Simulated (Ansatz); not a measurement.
# Mg on Al(111): change of the work function, part 2 of 2

How does Mg on the fcc site change the work function of Al(111) as the layer fills?

Ansatz 0.2.0; plane-wave DFT, PBE, Ansatz PAW.

So far, work function, upper face (eV): step 2 (the clean slab) 4.02; step 3 (37 atoms, coverage 0.111 ML, cell 3x3) 3.54; step 4 (17 atoms, coverage 0.25 ML, cell 2x2) 3.42.

## Step 5: The covered slab, k-mesh 6×6×1, coverage 0.5 ML (continued)

Step by step:

```csv
step,energy less that of the first step (eV),largest force component (eV/Å)
1,0.0000,1.1640
2,-0.3245,0.1891
3,-0.3456,0.0373
4,-0.3513,0.0264
5,-0.3525,0.0053
```

The run keeps the 4 symmetry operations that the program found, so distortions that break them were not tested.

The atoms that moved most (Å):

| atom | dx | dy | dz | length |
| --- | --- | --- | --- | --- |
| Mg18 | 0.000 | -0.269 | 0.294 | 0.398 |
| Mg17 | 0.000 | -0.269 | 0.294 | 0.398 |
| Al4 | 0.000 | 0.006 | -0.056 | 0.056 |
| Al12 | 0.000 | 0.006 | -0.056 | 0.056 |
| Al16 | 0.000 | 0.027 | 0.020 | 0.034 |
| Al8 | 0.000 | 0.027 | 0.020 | 0.034 |
| Al3 | 0.000 | 0.019 | 0.008 | 0.021 |
| Al11 | 0.000 | 0.019 | 0.008 | 0.021 |

The relaxed structure:

```cif
data_structure
_symmetry_space_group_name_H-M 'P 1'
_symmetry_Int_Tables_number 1
_cell_length_a 5.7276
_cell_length_b 5.7276
_cell_length_c 27.0903
_cell_angle_alpha 90.000
_cell_angle_beta 90.000
_cell_angle_gamma 60.000
_cell_volume 769.63
loop_
_atom_site_label
_atom_site_type_symbol
_atom_site_fract_x
_atom_site_fract_y
_atom_site_fract_z
_atom_site_occupancy
Al1 Al 0.00000 0.00000 0.33222 1
Al2 Al 0.16667 0.16667 0.41854 1
Al3 Al 0.33137 0.33726 0.50319 1
Al4 Al 0.99941 0.00118 0.58699 1
Al5 Al 0.00000 0.50000 0.33222 1
Al6 Al 0.16667 0.66667 0.41854 1
Al7 Al 0.33306 0.83388 0.50217 1
Al8 Al 0.99727 0.50547 0.58978 1
Al9 Al 0.50000 0.00000 0.33222 1
Al10 Al 0.66667 0.16667 0.41854 1
Al11 Al 0.83137 0.33726 0.50319 1
Al12 Al 0.49941 0.00118 0.58699 1
Al13 Al 0.50000 0.50000 0.33222 1
Al14 Al 0.66667 0.66667 0.41854 1
Al15 Al 0.83306 0.83388 0.50217 1
Al16 Al 0.49727 0.50547 0.58978 1
Mg17 Mg 0.19381 0.11239 0.67861 1
Mg18 Mg 0.69381 0.11239 0.67861 1
```

The relaxation took 5 steps and lowered the energy by 0.35 eV; the largest force on the free atoms ends at 0.0053 eV/Å.

The covered face has 3.64 eV, -0.38 eV against the clean one; the bare back face has moved by -0.01 eV, a measure of how thin the slab is.

## Step 6: The covered slab, k-mesh 12×12×1, coverage 1 ML

System of this step: Mg/Al(111). The cell holds 5 atoms: 4 Al and 1 Mg. Cell: a = 2.864 Å, b = 2.864 Å, c = 27.090 Å, α = 90.0°, β = 90.0°, γ = 60.0°. Vacuum lies along c.

File input.yaml:

```yaml
crystal:
  lattice:
    - [2.8637824638, 0.0, 0.0]
    - [1.4318912319, 2.4801083646, 0.0]
    - [0.0, 0.0, 27.0902784954]
  atoms:
    - { symbol: Al, position: [0.0, 0.0, 0.3322224982] }
    - { symbol: Al, position: [0.3333333333, 0.3333333333, 0.4185364352] }
    - { symbol: Al, position: [0.6666666667, 0.6666666667, 0.5029095475] }
    - { symbol: Al, position: [0.0, 0.0, 0.5890493975] }
    - { symbol: Mg, position: [0.3333333333, 0.3333333333, 0.6677775018] }
kpoints:
  mp_grid: { grid: [12, 12, 1] }
hamiltonian:
  xc: pbe
scf:
  occupations: { method: fermi_dirac, width: 0.1 }
  convergence: { dr2_threshold: 1.0e-08 }
efield:
  axis: 3
  dipole_correction: true
  ramp_position: 0.97
  ramp_width: 0.06
relax:
  f_tol: 0.02
  max_steps: 60
  constraints: [{ sites: [0, 1] }]
output:
  write_potential: true
  write_density: true
  volumetric_format: npy
```

Started as:

```bash
$ ansatz run input.yaml --threads 2 --pin off --max-ram 4096MiB --backend cpu --events-out ev --progress --plain --runs-dir out
```

Run time: 11 s. Hardware: 2 threads of Arm Neoverse V1, shared host; peak memory 0.39 GiB.

Step by step:

```
step  energy less that of the first step (eV)  largest force component (eV/Å)
   1                                   0.0000                          1.3433
   2                                  -0.1983                          0.2949
   3                                  -0.2224                          0.0691
   4                                  -0.2238                          0.0011
```

The run keeps the 6 symmetry operations that the program found, so distortions that break them were not tested.

The atoms that moved most (Å):

| atom | dx | dy | dz | length |
| --- | --- | --- | --- | --- |
| Mg5 | 0.000 | 0.000 | 0.434 | 0.434 |
| Al4 | 0.000 | 0.000 | 0.026 | 0.026 |
| Al3 | 0.000 | 0.000 | 0.020 | 0.020 |

Final coordinates:

```xyz
5
Lattice="2.8638 0.0000 0.0000 1.4319 2.4801 0.0000 0.0000 0.0000 27.0903" Properties=species:S:1:pos:R:3
Al    0.0000    0.0000    9.0000
Al    1.4319    0.8267   11.3383
Al    2.8638    1.6534   13.6443
Al    0.0000    0.0000   15.9833
Mg    1.4319    0.8267   18.5241
```

Running mean over 2.338 Å of the planar mean; the ramp of the sawtooth is left out. Table of electron's electrostatic potential energy less the Fermi level by z:

z (Å), electron's electrostatic potential energy less the Fermi level (eV) and a bar from the least value:
```
      3.5       4.09 ##############################
      4.0       4.09 ##############################
      4.5       4.09 ##############################
      5.0       4.09 ##############################
      5.5       4.07 ##############################
      6.0       4.00 ##############################
      6.5       3.77 #############################
      7.0       2.98 ###########################
      7.5       1.06 #####################
      8.0      -1.31 ###############
      8.5      -3.42 ########
      9.0      -4.35 ######
      9.5      -4.51 #####
     10.0      -4.54 #####
     10.5      -4.56 #####
     11.0      -4.56 #####
     11.5      -4.59 #####
     12.0      -4.67 #####
     12.5      -4.69 #####
     13.0      -4.67 #####
     13.5      -4.59 #####
     14.0      -4.57 #####
     14.5      -4.56 #####
     15.0      -4.56 #####
     15.5      -4.54 #####
     16.0      -4.46 #####
     16.5      -4.04 #######
     17.0      -3.78 #######
     17.5      -5.19 ###
     18.0      -6.14 #
     18.5      -6.37 
     19.0      -5.76 ##
     19.5      -3.33 #########
     20.0       0.44 ####################
     20.5       2.55 ##########################
     21.0       3.33 ############################
     21.5       3.61 #############################
     22.0       3.71 #############################
     22.5       3.74 #############################
     23.0       3.75 #############################
     23.5       3.75 #############################
```

The relaxation took 4 steps and lowered the energy by 0.22 eV; the largest force on the free atoms ends at 0.0011 eV/Å.

The covered face has 3.75 eV, -0.27 eV against the clean one; the bare back face has moved by +0.08 eV, a measure of how thin the slab is.

## Step 7: Work function against coverage

This step: plane-wave DFT, PBE, Ansatz PAW; work function against coverage (Ansatz 0.2.0).

The runs are now put side by side.

This step gave:

- work function of the clean face: 4.021 eV
- largest change of the work function: -0.6007 eV

Work function of the covered face against coverage:

| coverage (adsorbates/nm²) | work function of the covered face (eV) |
| --- | --- |
| 0.00 | 4.02 |
| 1.56 | 3.54 |
| 3.52 | 3.42 |
| 7.04 | 3.64 |
| 14.08 | 3.75 |

The dipole per adsorbate comes from the change of the cell's dipole. Coverage, by row:

| coverage (1/nm²) | coverage (ML) | work function (eV) | change (eV) | dipole per adsorbate, positive end outwards (debye) | mean height of the added atoms over the highest substrate atom (Å) |
| --- | --- | --- | --- | --- | --- |
| 1.564 | 0.1111 | 3.54 | -0.4803 | 0.745 | 2.298 |
| 3.52 | 0.25 | 3.42 | -0.6007 | 0.432 | 2.295 |
| 7.04 | 0.5 | 3.638 | -0.3826 | 0.14 | 2.407 |
| 14.08 | 1 | 3.752 | -0.2688 | 0.065 | 2.541 |

## Step 8: What came out

```yaml
work_function_of_the_clean_face: 4.02 eV
work_function_at_0p11_ml: 3.54 eV
work_function_at_0p25_ml: 3.42 eV
work_function_at_0p5_ml: 3.64 eV
work_function_at_1_ml: 3.75 eV
dipole_per_adsorbate_at_0p11_ml_positive_end_outwards: 0.74 D
```

What this shows: Mg lowers the work function of Al(111) at the lowest coverage, by 0.48 eV: the adsorbate layer has its positive end outwards. The dipole per adsorbate falls from 0.74 to 0.07 D as the layer fills. Neighbouring dipoles depolarise each other, and heights and bonding change with coverage too. The work function passes a minimum near 0.25 ML among the coverages run and rises again. The slab has 4 layers, at the tabulated experimental lattice constant, one starting site was run, and quantum-size effects of a slab this thin can reach one or two tenths of an eV.

[Long decimals in the printed logs are rounded to 6 places.]

[Logs are printed without paths, hosts, clocks, repeated set-up lines and the standing remarks that a program may print on its own settings, such as how far it seeks lower states.]

[Hosts, paths, dates, database ids (printed as entryN), source tags and the programs' standing remarks are cut or masked in the printed files.]

[Maps of the electrostatic potential energy from Ansatz leave out the sawtooth potential of an applied field or a dipole correction, so their vacuum need not be flat; planar profiles and work functions include it.]
